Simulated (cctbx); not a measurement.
# Diagnosing a refinement

Cell a = 6.2700 Å, b = 6.2700 Å, c = 15.9580 Å, α = 90.00°, β = 90.00°, γ = 120.00°; space group R-3m (no. 166). The compound is Na3Fe3SbO8.

Simulated single-crystal data (cctbx): Mo Kα, λ = 0.71073 Å, to d = 0.84 Å, 70 % of the full sphere, strongest reflection 20000 counts, noise from counting, a 4 % proportional error and a noise floor of 2 counts (s.d.); no absorption.

An anisotropic refinement with weights 1/σ² prints:

```text
Rint 0.034, 141 unique reflections to 0.84 A
cycle     R1     wR2    GooF  max shift (A)
   1  0.0315  0.0727   2.794   0.00140
   2  0.0136  0.0330   1.269   0.00000
final R1 0.0136 wR2 0.0330 GooF 1.269  parameters 19  data/parameter 7.4
atom        x        y        z      Ueq    occ   su(xyz)  su(Uiso or U11)
Sb1    0.00000  0.00000  0.00000   0.0102  1.000  0.00000  0.0002
Fe1    0.00000  0.50000  0.00000   0.0127  1.000  0.00000  0.0004
Na1    0.66667  0.83333  0.83333   0.0149  1.000  0.00000  0.0009
O1     0.02369  0.51185  0.74080   0.0221  1.000  0.00042  0.0013
O2     0.00000  0.00000  0.74201   0.0188  1.000  0.00025  0.0013
difference map: max 0.55 min -0.33 rms 0.12
Q1    0.0000  0.5000  0.0000    9    0.57  0.00 A from Fe1
Q2    0.1269  0.2539  0.8413   18    0.30  0.45 A from Na1
Q3    0.0668  0.5334  0.4705   18    0.24  0.59 A from Na1
Q4    0.0000  0.0000  0.0000    3    0.23  0.00 A from Sb1
Q5    0.0500  0.1000  0.7083   18    0.21  0.76 A from O2
Q6    0.0509  0.1019  0.1833   18    0.21  1.31 A from O2
```

**Question.** Can this result stand? If not, what is the likely fault?

Mend it. The fault: anomalous dispersion left out. Against the right model at the same level, R1 goes from 0.0103 to 0.0136 and GooF from 0.95 to 1.27 and the top difference peak, 0.6 e/Å³, lies on Fe1. No atom is wrong: without f′ and f″ the atoms near an edge get the wrong scattering power, which U and the scale absorb. The signs are weak, and the output alone doesn't single this fault out.

The compound is Na3Fe3SbO8. The right model at the same level gives:

```text
Rint 0.034, 141 unique reflections to 0.84 A
cycle     R1     wR2    GooF  max shift (A)
   1  0.0105  0.0258   0.994   0.00066
   2  0.0103  0.0247   0.950   0.00000
final R1 0.0103 wR2 0.0247 GooF 0.950  parameters 19  data/parameter 7.4
atom        x        y        z      Ueq    occ   su(xyz)  su(Uiso or U11)
Sb1    0.00000  0.00000  0.00000   0.0097  1.000  0.00000  0.0002
Fe1    0.00000  0.50000  0.00000   0.0153  1.000  0.00000  0.0003
Na1    0.66667  0.83333  0.83333   0.0165  1.000  0.00000  0.0007
O1     0.02346  0.51173  0.74081   0.0232  1.000  0.00031  0.0009
O2     0.00000  0.00000  0.74198   0.0199  1.000  0.00019  0.0010
difference map: max 0.20 min -0.27 rms 0.08
Q1    0.0191  0.5096  0.9359   18    0.21  1.03 A from Fe1
Q2    0.0733  0.2571  0.7875   36    0.21  0.91 A from Na1
Q3    0.0511  0.1022  0.1850   18    0.21  1.29 A from O2
Q4    0.0125  0.5063  0.3361   18    0.20  1.24 A from O1
Q5    0.0605  0.1210  0.9698   18    0.20  0.81 A from Sb1
Q6    0.0000  0.0000  0.9450    6    0.18  0.88 A from Sb1
```

The model was made for the exercise: a known structure type with other elements put in, its volume estimated, not relaxed; displacement parameters are assumed.

[Middle refinement cycles are left out of these outputs.]

[Logs are printed without paths, hosts, clocks, repeated set-up lines and the standing remarks that a program may print on its own settings, such as how far it seeks lower states.]
